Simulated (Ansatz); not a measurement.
## Cl on Ru(0001): change of the work function

Wanted: Δφ(θ) for Cl/Ru(0001), starting from the fcc site.

Method: plane-wave DFT, PBE, Ansatz PAW, in Ansatz 0.2.0.

### Step 1. The structure

The cell holds 4 atoms: 4 Ru. Its edges and angles: a = 2.700 Å, b = 2.700 Å, c = 24.415 Å, α = 90.0°, β = 90.0°, γ = 60.0°. Vacuum lies along c.

### Step 2. The clean slab

The bare slab comes first, as the zero from which every change is counted. The two lowest layers are held at bulk places and the upper ones relax. The dipole correction removes the false field that a one-sided slab makes across the periodic vacuum, so each face gets a flat vacuum level of its own.

File input.yaml:

```yaml
crystal:
  lattice:
    - [2.7, 0.0, 0.0]
    - [1.35, 2.3382685902, 0.0]
    - [0.0, 0.0, 24.4152]
  atoms:
    - { symbol: Ru, position: [0.6666666667, 0.6666666667, 0.3686228251] }
    - { symbol: Ru, position: [0.0, 0.0, 0.4562076084] }
    - { symbol: Ru, position: [0.6666666667, 0.6666666667, 0.5437923916] }
    - { symbol: Ru, position: [0.0, 0.0, 0.6313771749] }
kpoints:
  mp_grid: { grid: [12, 12, 1] }
hamiltonian:
  xc: pbe
scf:
  occupations: { method: fermi_dirac, width: 0.1 }
  convergence: { dr2_threshold: 1.0e-08 }
efield:
  axis: 3
  dipole_correction: true
  ramp_position: 0.97
  ramp_width: 0.06
relax:
  f_tol: 0.02
  max_steps: 60
  constraints: [{ sites: [0, 1] }]
output:
  write_potential: true
  write_density: true
  volumetric_format: npy
```

Launch:

```console
ansatz run input.yaml --threads 4 --pin off --max-ram 6144MiB --backend cpu --events-out ev --progress --plain --runs-dir out
```

Numbers of over 12 decimals in the logs are rounded to 6 here.

What it wrote:

```text
Engine: ansatz 0.2.0, x86_64-unknown-linux-gnu
Pseudopotentials: kind: paw
Pseudopotential: Ru, paw, valence charge 16, recommended cutoff 420 eV (normal), Ru.paw.azcp
Functional definition: PBE
  parameter kappa = 0.804
  parameter beta = 0.066725
  exchange = pbe_x(kappa = kappa, mu = beta*pi^2/3)
  correlation = pbe_c(beta = beta)
Crystal: 4 atoms, lattice volume = 154.141 Å³
Basis set: ecut = 420 eV, 3063 PW (Γ), exchange–correlation on 40×40×360 points (8 copies of the dense FFT grid, shifted against one another)
Bands: 39, of which v1, the nominal top of the filled ones, is band 32 counted from 1 (31 counted from 0)
Symmetry: 6 space group operations
k-points: 19 of 144 (time reversal used)
Non-local potential: Ru, projectors of the file, l = 0: 3, l = 1: 2, l = 2: 2, l = 3: 1
PAW form: soft (Blöchl's): semilocal exchange-correlation on the pseudo side does not see the compensation charge
PAW one-centre angular grid: Ru, 590 points (default); XC on 64 Gauss nodes
Initial density: superposition of atomic densities (neutral atoms: chi_scale 0, normalization atom), corrected by the library's trained network
Initial wavefunctions: pseudopotential atomic-orbital guess
Functional: x = pbe(κ = 0.804, μ = 0.219515), c = pbe(β = 0.066725)
SCF iter   1: F=—  HF=-23512.726011 eV  |F-HF|=—  |Δ(HF+E_count)|=         —  Δρ=8.02e-3  dr2=4.20e-1  ethr=1.77e-3  p=0.000 e·Å  D=2.58e-13 V/Å  ΔV_dip=-0.00 eV  dr2_dipole=4.17e-8  V_vac-E_F(+/−)=4.75/4.75 eV  ⟨swp⟩=7.4  Hψ=3258  notcnv=0
efield: sawtooth ramp at fractional position 0.9700 (set: `efield.ramp_position`, or a place that a band, a saddle search or an elastic batch's reference lends), width 0.0600; the density the first Hamiltonian is built on has a dipole p = 0.000 e·Å; the dipole correction subtracts the counter field D = 2.58e-13 V/Å, which shifts the + side's vacuum level by -0.00 eV against the − side's; the planar-averaged density in the ramp window peaks in size at 5.1e-6 e/Å³
preconditioner: auto → LDOS  [metal: Δε(μ)=0.040 eV  Ē_g=4.722 eV  σ=0.100 eV  W_gap=0.10  n_scr=18 (ndim 8)  ℏωp=16.9 eV  f_vac=0.584  D(μ)=4.50/eV (n_scr^D=16)  β→1.0]
SCF iter   2: F=—  HF=-23512.720745 eV  |F-HF|=—  |Δ(HF+E_count)|=   5.27e-3  Δρ=3.31e-3  dr2=3.80e-2  ethr=6.57e-4  p=-0.000 e·Å  D=-1.91e-5 V/Å  ΔV_dip=0.00 eV  dr2_dipole=4.73e-7  V_vac-E_F(+/−)=5.00/5.00 eV  ⟨swp⟩=1.5  Hψ=919  notcnv=0
SCF iter   3: F=—  HF=-23512.717886 eV  |F-HF|=—  |Δ(HF+E_count)|=   2.86e-3  Δρ=6.79e-4  dr2=8.55e-4  ethr=5.94e-5  p=-0.000 e·Å  D=-7.45e-6 V/Å  ΔV_dip=0.00 eV  dr2_dipole=3.13e-7  V_vac-E_F(+/−)=5.05/5.05 eV  ⟨swp⟩=2.0  Hψ=932  notcnv=0
SCF iter   4: F=—  HF=-23512.717815 eV  |F-HF|=—  |Δ(HF+E_count)|=   7.07e-5  Δρ=1.58e-4  dr2=1.09e-4  ethr=1.34e-6  p=-0.000 e·Å  D=-6.71e-6 V/Å  ΔV_dip=0.00 eV  dr2_dipole=3.73e-8  V_vac-E_F(+/−)=5.07/5.07 eV  ⟨swp⟩=2.1  Hψ=1171  notcnv=0
SCF iter   5: F=—  HF=-23512.717807 eV  |F-HF|=—  |Δ(HF+E_count)|=   8.36e-6  Δρ=5.25e-5  dr2=8.28e-6  ethr=1.71e-7  p=0.000 e·Å  D=1.10e-6 V/Å  ΔV_dip=-0.00 eV  dr2_dipole=6.35e-10  V_vac-E_F(+/−)=5.08/5.08 eV  ⟨swp⟩=2.2  Hψ=1114  notcnv=0
SCF iter   6: F=—  HF=-23512.717808 eV  |F-HF|=—  |Δ(HF+E_count)|=   1.00e-6  Δρ=2.85e-5  dr2=1.76e-6  ethr=1.29e-8  p=-0.000 e·Å  D=-2.98e-6 V/Å  ΔV_dip=0.00 eV  dr2_dipole=1.12e-11  V_vac-E_F(+/−)=5.09/5.09 eV  ⟨swp⟩=3.0  Hψ=1434  notcnv=0
SCF iter   7: F=—  HF=-23512.717807 eV  |F-HF|=—  |Δ(HF+E_count)|=   1.27e-7  Δρ=8.99e-6  dr2=2.28e-7  ethr=2.75e-9  p=0.000 e·Å  D=5.86e-8 V/Å  ΔV_dip=-0.00 eV  dr2_dipole=5.18e-11  V_vac-E_F(+/−)=5.09/5.09 eV  ⟨swp⟩=2.5  Hψ=1219  notcnv=0
SCF iter   8: F=—  HF=-23512.717808 eV  |F-HF|=—  |Δ(HF+E_count)|=   1.93e-7  Δρ=3.54e-6  dr2=2.81e-8  ethr=3.56e-10  p=-0.000 e·Å  D=-1.05e-7 V/Å  ΔV_dip=0.00 eV  dr2_dipole=1.80e-13  V_vac-E_F(+/−)=5.09/5.09 eV  ⟨swp⟩=2.8  Hψ=1346  notcnv=0
SCF iter   9: F=-23512.717808 eV  HF=-23512.717808 eV  |F-HF|=1.64e-9  |Δ(HF+E_count)|=   2.22e-8  Δρ=1.12e-6  dr2=1.93e-9  ethr=1.56e-11  p=-0.000 e·Å  D=-1.48e-7 V/Å  ΔV_dip=0.00 eV  dr2_dipole=2.29e-13  V_vac-E_F(+/−)=5.09/5.09 eV  ⟨swp⟩=10.6  Hψ=5496  notcnv=0
SCF 1 converged in 9 iterations: F = -23512.717808 eV  dr2 = 1.93e-9
  greatest PAW one-centre occupation: 0.998 electrons in one spin orbital (limit 2), on the Ru atom at site 3 (counted from 0), in its partial waves of l = 0
relax step   1: F+E_penalty+E_count = -23512.71780769 eV  Δ(F+E_penalty+E_count) = +0.000e0 eV  max|allowed force component| = 5.365e-1 eV/Å  Δτ_max = 0.0000 Å  (9 SCF iters, accepted)
Initial density: handed on by an earlier stage of this run
Initial wavefunctions: those handed on with the density
iter 1 solved again at ethr=2.79e-4 eV; its pass at ethr=3.10e-3 eV (dr2=1.79e-1 eV) is discarded
SCF iter   1: F=—  HF=-23512.732683 eV  |F-HF|=—  |Δ(HF+E_count)|=         —  Δρ=4.18e-3  dr2=1.61e-1  ethr=2.79e-4  p=-0.000 e·Å  D=-3.84e-8 V/Å  ΔV_dip=0.00 eV  dr2_dipole=5.05e-2  V_vac-E_F(+/−)=5.08/5.08 eV  ⟨swp⟩=1.4  Hψ=2246  notcnv=0
efield: sawtooth ramp at fractional position 0.9700 (set: `efield.ramp_position`, or a place that a band, a saddle search or an elastic batch's reference lends), width 0.0600; the density the first Hamiltonian is built on has a dipole p = -0.000 e·Å; the dipole correction subtracts the counter field D = -3.84e-8 V/Å, which shifts the + side's vacuum level by +0.00 eV against the − side's; the planar-averaged density in the ramp window peaks in size at 1.2e-6 e/Å³
preconditioner: auto → LDOS  [metal: Δε(μ)=0.011 eV  Ē_g=4.777 eV  σ=0.100 eV  W_gap=0.03  n_scr=18 (ndim 8)  ℏωp=16.9 eV  f_vac=0.589  D(μ)=4.80/eV (n_scr^D=18)  β→1.0]
SCF iter   2: F=—  HF=-23512.729635 eV  |F-HF|=—  |Δ(HF+E_count)|=   3.05e-3  Δρ=1.47e-3  dr2=8.73e-3  ethr=2.51e-4  p=0.001 e·Å  D=1.54e-3 V/Å  ΔV_dip=-0.04 eV  dr2_dipole=1.08e-3  V_vac-E_F(+/−)=5.04/5.07 eV  ⟨swp⟩=1.8  Hψ=865  notcnv=0
SCF iter   3: F=—  HF=-23512.729688 eV  |F-HF|=—  |Δ(HF+E_count)|=   5.31e-5  Δρ=1.46e-3  dr2=8.06e-3  ethr=1.36e-5  p=0.002 e·Å  D=1.78e-3 V/Å  ΔV_dip=-0.04 eV  dr2_dipole=1.74e-4  V_vac-E_F(+/−)=5.04/5.08 eV  ⟨swp⟩=2.9  Hψ=1565  notcnv=0
SCF iter   4: F=—  HF=-23512.727755 eV  |F-HF|=—  |Δ(HF+E_count)|=   1.93e-3  Δρ=1.69e-4  dr2=7.46e-5  ethr=1.26e-5  p=0.001 e·Å  D=1.75e-3 V/Å  ΔV_dip=-0.04 eV  dr2_dipole=2.30e-6  V_vac-E_F(+/−)=5.03/5.07 eV  ⟨swp⟩=2.4  Hψ=1137  notcnv=0
SCF iter   5: F=—  HF=-23512.727759 eV  |F-HF|=—  |Δ(HF+E_count)|=   3.58e-6  Δρ=6.38e-5  dr2=1.06e-5  ethr=1.17e-7  p=0.001 e·Å  D=1.73e-3 V/Å  ΔV_dip=-0.04 eV  dr2_dipole=2.01e-7  V_vac-E_F(+/−)=5.03/5.07 eV  ⟨swp⟩=3.2  Hψ=1577  notcnv=0
SCF iter   6: F=—  HF=-23512.727759 eV  |F-HF|=—  |Δ(HF+E_count)|=   3.69e-7  Δρ=2.64e-5  dr2=1.29e-6  ethr=1.66e-8  p=0.001 e·Å  D=1.75e-3 V/Å  ΔV_dip=-0.04 eV  dr2_dipole=6.06e-9  V_vac-E_F(+/−)=5.03/5.07 eV  ⟨swp⟩=2.3  Hψ=1096  notcnv=0
SCF iter   7: F=—  HF=-23512.727764 eV  |F-HF|=—  |Δ(HF+E_count)|=   5.10e-6  Δρ=6.73e-6  dr2=1.28e-7  ethr=2.01e-9  p=0.002 e·Å  D=1.77e-3 V/Å  ΔV_dip=-0.04 eV  dr2_dipole=1.79e-8  V_vac-E_F(+/−)=5.03/5.07 eV  ⟨swp⟩=3.2  Hψ=1452  notcnv=0
SCF iter   8: F=—  HF=-23512.727764 eV  |F-HF|=—  |Δ(HF+E_count)|=   1.54e-7  Δρ=2.57e-6  dr2=1.72e-8  ethr=2.00e-10  p=0.002 e·Å  D=1.76e-3 V/Å  ΔV_dip=-0.04 eV  dr2_dipole=4.98e-11  V_vac-E_F(+/−)=5.03/5.07 eV  ⟨swp⟩=2.6  Hψ=1286  notcnv=0
SCF iter   9: F=-23512.727764 eV  HF=-23512.727764 eV  |F-HF|=1.08e-8  |Δ(HF+E_count)|=   8.57e-8  Δρ=8.43e-7  dr2=1.48e-9  ethr=1.56e-11  p=0.002 e·Å  D=1.77e-3 V/Å  ΔV_dip=-0.04 eV  dr2_dipole=9.06e-11  V_vac-E_F(+/−)=5.03/5.07 eV  ⟨swp⟩=10.8  Hψ=5451  notcnv=0
SCF 2 converged in 9 iterations: F = -23512.727764 eV  dr2 = 1.48e-9
relax step   2: F+E_penalty+E_count = -23512.72776402 eV  Δ(F+E_penalty+E_count) = -9.956e-3 eV  max|allowed force component| = 2.640e-1 eV/Å  Δτ_max = 0.0631 Å  (9 SCF iters, accepted)
SCF iter   1: F=—  HF=-23512.732127 eV  |F-HF|=—  |Δ(HF+E_count)|=         —  Δρ=2.15e-3  dr2=4.13e-2  ethr=5.39e-4  p=0.002 e·Å  D=1.77e-3 V/Å  ΔV_dip=-0.04 eV  dr2_dipole=1.13e-2  V_vac-E_F(+/−)=5.03/5.08 eV  ⟨swp⟩=2.5  Hψ=1222  notcnv=0
efield: sawtooth ramp at fractional position 0.9700 (set: `efield.ramp_position`, or a place that a band, a saddle search or an elastic batch's reference lends), width 0.0600; the density the first Hamiltonian is built on has a dipole p = 0.002 e·Å; the dipole correction subtracts the counter field D = 1.77e-3 V/Å, which shifts the + side's vacuum level by -0.04 eV against the − side's; the planar-averaged density in the ramp window peaks in size at 1.5e-6 e/Å³
preconditioner: auto → LDOS  [metal: Δε(μ)=0.014 eV  Ē_g=4.748 eV  σ=0.100 eV  W_gap=0.03  n_scr=18 (ndim 8)  ℏωp=16.9 eV  f_vac=0.586  D(μ)=4.73/eV (n_scr^D=18)  β→1.0]
SCF iter   2: F=—  HF=-23512.731433 eV  |F-HF|=—  |Δ(HF+E_count)|=   6.94e-4  Δρ=7.28e-4  dr2=2.45e-3  ethr=6.45e-5  p=0.001 e·Å  D=1.56e-3 V/Å  ΔV_dip=-0.04 eV  dr2_dipole=5.81e-4  V_vac-E_F(+/−)=5.04/5.08 eV  ⟨swp⟩=1.3  Hψ=911  notcnv=0
SCF iter   3: F=—  HF=-23512.731347 eV  |F-HF|=—  |Δ(HF+E_count)|=   8.61e-5  Δρ=6.75e-4  dr2=1.60e-3  ethr=3.83e-6  p=0.001 e·Å  D=1.09e-3 V/Å  ΔV_dip=-0.03 eV  dr2_dipole=1.21e-4  V_vac-E_F(+/−)=5.05/5.07 eV  ⟨swp⟩=3.1  Hψ=1548  notcnv=0
SCF iter   4: F=—  HF=-23512.731026 eV  |F-HF|=—  |Δ(HF+E_count)|=   3.21e-4  Δρ=9.48e-5  dr2=2.66e-5  ethr=2.50e-6  p=0.001 e·Å  D=1.20e-3 V/Å  ΔV_dip=-0.03 eV  dr2_dipole=7.93e-8  V_vac-E_F(+/−)=5.05/5.07 eV  ⟨swp⟩=2.0  Hψ=1076  notcnv=0
SCF iter   5: F=—  HF=-23512.731021 eV  |F-HF|=—  |Δ(HF+E_count)|=   5.59e-6  Δρ=2.91e-5  dr2=1.95e-6  ethr=4.16e-8  p=0.001 e·Å  D=1.21e-3 V/Å  ΔV_dip=-0.03 eV  dr2_dipole=2.54e-7  V_vac-E_F(+/−)=5.04/5.07 eV  ⟨swp⟩=3.1  Hψ=1467  notcnv=0
SCF iter   6: F=—  HF=-23512.731025 eV  |F-HF|=—  |Δ(HF+E_count)|=   4.57e-6  Δρ=1.06e-5  dr2=2.21e-7  ethr=3.05e-9  p=0.001 e·Å  D=1.21e-3 V/Å  ΔV_dip=-0.03 eV  dr2_dipole=2.04e-9  V_vac-E_F(+/−)=5.05/5.07 eV  ⟨swp⟩=2.2  Hψ=1109  notcnv=0
SCF iter   7: F=—  HF=-23512.731026 eV  |F-HF|=—  |Δ(HF+E_count)|=   3.04e-7  Δρ=3.59e-6  dr2=4.53e-8  ethr=3.45e-10  p=0.001 e·Å  D=1.20e-3 V/Å  ΔV_dip=-0.03 eV  dr2_dipole=5.42e-9  V_vac-E_F(+/−)=5.05/5.07 eV  ⟨swp⟩=2.9  Hψ=1359  notcnv=0
SCF iter   8: F=-23512.731026 eV  HF=-23512.731026 eV  |F-HF|=2.12e-8  |Δ(HF+E_count)|=   4.05e-8  Δρ=1.12e-6  dr2=4.91e-9  ethr=1.56e-11  p=0.001 e·Å  D=1.20e-3 V/Å  ΔV_dip=-0.03 eV  dr2_dipole=1.35e-10  V_vac-E_F(+/−)=5.05/5.08 eV  ⟨swp⟩=10.9  Hψ=5666  notcnv=0
SCF 3 converged in 8 iterations: F = -23512.731026 eV  dr2 = 4.91e-9
relax step   3: F+E_penalty+E_count = -23512.73102571 eV  Δ(F+E_penalty+E_count) = -3.262e-3 eV  max|allowed force component| = 1.726e-2 eV/Å  Δτ_max = 0.0292 Å  (8 SCF iters, accepted)
NSCF: frozen V_eff on 19 k-points
the band table was solved once a step of the walk had ended and its energy, with any forces and stress, was formed, with the checks that follow a solve (3206 applications of the Hamiltonian). They found nothing against the state; the energy, forces and stress were not computed again (output.eigenvalues in the input reference)
WARN: The input density's exchange-correlation potential varies sharply where the density is thin. Do not read a vacuum level from v_tot or v_xc, or from such a field of the output density. On a cell that repeats whose density bears no net charge and no dipole along the vacuum's axis use v_es (v_loc + v_h of the components); under efield.dipole_correction with no amplitude use v_es + v_field, which holds any external [...]
SCF converged after 8 iterations
Free energy (F): -23512.731026 eV
Harris-Foulkes:  -23512.731026 eV  (|F-HF|=2.12e-8)
Internal energy: -23512.573717 eV  (E = F + TS)
E sigma→0 (E₀):  -23512.652371 eV
Entropy (-TS):   -0.157309 eV (-39.327 meV/atom)
Fermi energy:    5.070094 eV
Dipole field:    D = 0.001218 V/Å  (p = 0.001037 e·Å, saw-weighted, corrected)
Work function:   Φ+ = 5.0457 eV   Φ− = 5.0754 eV
Levels:          The Fermi level and band energies are counted from a zero that moves with the ramp; work functions are not
--- Per-component energies (eV) ---
  E_band       = -1382.396250
  E_kinetic    = 2053.424202
  E_local      = -108450.119642  (includes V_loc(G=0)·N_el)
  E_nonlocal   = 1374.134427
  E_hartree    = 52740.331232
  E_xc         = -759.224491
  E_vxc        = -952.769083  (∫ρ·V_xc dr)
  E_paw        = -13843.557205  (= ΣΔE_a)
  E_vpaw       = -887.740778  (= ΣTr[D̂ρ^β])
  E_aug_tail   = -0.000773  (compensation charges beyond the density's cutoff)
  E_efield     = 0.000001  (sawtooth field / dipole correction)
  E_vefield    = 0.000284  (∫n·V_field dr)
  E_ewald      = 43372.438533
  E_smearing   = -0.157309  (= −TS)
  E_closure    = -0.000000  (closes the sum)
  Σ components = -23512.731026   (vs F -23512.731026, Δ=0.00e0)
--- Forces (eV/Å), atoms counted from 1 ---
  atom   1  Ru     0.00000000     0.00000000     0.47191104
  atom   2  Ru    -0.00000000     0.00000000    -0.45864795
  atom   3  Ru    -0.00000000    -0.00000000    -0.01725945
  atom   4  Ru    -0.00000000    -0.00000000     0.00398376
  max |Σ_I F_I| component: 1.26e-5 eV/Å
--- Band table (eV; the first three rows and the last of 19) ---
  k-point 0: bands = [... 28 lower, 3.1032, 3.1032, 3.3035, 4.2564, 4.2564, 5.1708, 5.2356, 5.2356, ... 3 higher]
  k-point 1: bands = [... 28 lower, 3.1352, 3.2707, 3.3655, 4.0857, 4.2001, 4.6895, 4.9614, 5.1771, ... 3 higher]
  k-point 2: bands = [... 28 lower, 3.2004, 3.4733, 3.6256, 3.7607, 4.0789, 4.3168, 4.8058, 5.0858, ... 3 higher]
  k-point 18: bands = [... 28 lower, 3.0217, 3.8651, 4.4540, 5.7029, 5.7380, 5.7613, 6.1990, 6.2368, ... 3 higher]
--- Relaxed structure (3 steps of the walk, 3 accepted, 0 SCFs on fresh bases) ---
  F+E_penalty+E_count = -23512.73102571 eV   max|allowed force component| = 1.726e-2 eV/Å
  atoms:
    - { symbol: Ru, position: [0.666667, 0.666667, 0.3686228251] }
    - { symbol: Ru, position: [0.0, 0.0, 0.456208] }
    - { symbol: Ru, position: [0.666667, 0.666667, 0.544587] }
    - { symbol: Ru, position: [-1.3936486442334167e-18, 0, 0.629989] }
```

The job ended after 4.7 s (4 threads of AMD EPYC 9R14 (Zen 4), shared host; peak memory 0.54 GiB).

Relaxation path:

```
step  energy less that of the first step (eV)  largest force component (eV/Å)
   1                                   0.0000                          0.5365
   2                                  -0.0100                          0.2640
   3                                  -0.0132                          0.0173
```

Forces are held to the 6 operations that the run works with; a distortion that breaks them can't arise in this run.

The atoms that moved most (Å):

```
atom     dx     dy      dz  length
 Ru4  0.000  0.000  -0.034   0.034
 Ru3  0.000  0.000   0.019   0.019
```

Final coordinates:

```cif
data_structure
_symmetry_space_group_name_H-M 'P 1'
_symmetry_Int_Tables_number 1
_cell_length_a 2.7000
_cell_length_b 2.7000
_cell_length_c 24.4152
_cell_angle_alpha 90.000
_cell_angle_beta 90.000
_cell_angle_gamma 60.000
_cell_volume 154.14
loop_
_atom_site_label
_atom_site_type_symbol
_atom_site_fract_x
_atom_site_fract_y
_atom_site_fract_z
_atom_site_occupancy
Ru1 Ru 0.66667 0.66667 0.36862 1
Ru2 Ru 0.00000 0.00000 0.45621 1
Ru3 Ru 0.66667 0.66667 0.54459 1
Ru4 Ru 0.00000 0.00000 0.62999 1
```

Numbers from this step:

```yaml
energy_at_zero_smearing: -23512.6524 eV
work_function_upper_face: 5.046 eV
work_function_lower_face: 5.075 eV
dipole_along_the_normal: 0.001037 e·Å
step_between_the_vacuum_levels: -0.02973 eV
```

Running mean over 2.138 Å of the planar mean; the ramp of the sawtooth is left out. Electron's electrostatic potential energy less the Fermi level against z:

```
z (Å)  electron's electrostatic potential energy less the Fermi level (eV)
  3.0                                                                 5.08
  3.5                                                                 5.07
  4.0                                                                 5.07
  4.5                                                                 5.07
  5.0                                                                 5.07
  5.5                                                                 5.05
  6.0                                                                 4.98
  6.5                                                                 4.76
  7.0                                                                 3.94
  7.5                                                                0.744
  8.0                                                                -6.27
  8.5                                                                -12.3
  9.0                                                                -14.2
  9.5                                                                -14.5
 10.0                                                                -14.6
 10.5                                                                -14.7
 11.0                                                                -14.8
 11.5                                                                -14.8
 12.0                                                                -14.6
 12.5                                                                -14.7
 13.0                                                                -14.9
 13.5                                                                -15.0
 14.0                                                                -15.4
 14.5                                                                -15.4
 15.0                                                                -14.8
 15.5                                                                -14.1
 16.0                                                                -11.4
 16.5                                                                -4.48
 17.0                                                                 1.85
 17.5                                                                 4.21
 18.0                                                                 4.81
 18.5                                                                 4.98
 19.0                                                                 5.03
 19.5                                                                 5.04
 20.0                                                                 5.04
 20.5                                                                 5.05
 21.0                                                                 5.05
```

The relaxation took 3 steps and lowered the energy by 0.013 eV; the largest force on the free atoms ends at 0.017 eV/Å.

The work function of the upper face is 5.05 eV.

(Continued in part 2 of 3.)

[Logs are printed without paths, hosts, clocks, repeated set-up lines and the standing remarks that a program may print on its own settings, such as how far it seeks lower states.]

[Hosts, paths, dates, database ids (printed as entryN), source tags and the programs' standing remarks are cut or masked in the printed files.]

[Maps of the electrostatic potential energy from Ansatz leave out the sawtooth potential of an applied field or a dipole correction, so their vacuum need not be flat; planar profiles and work functions include it.]
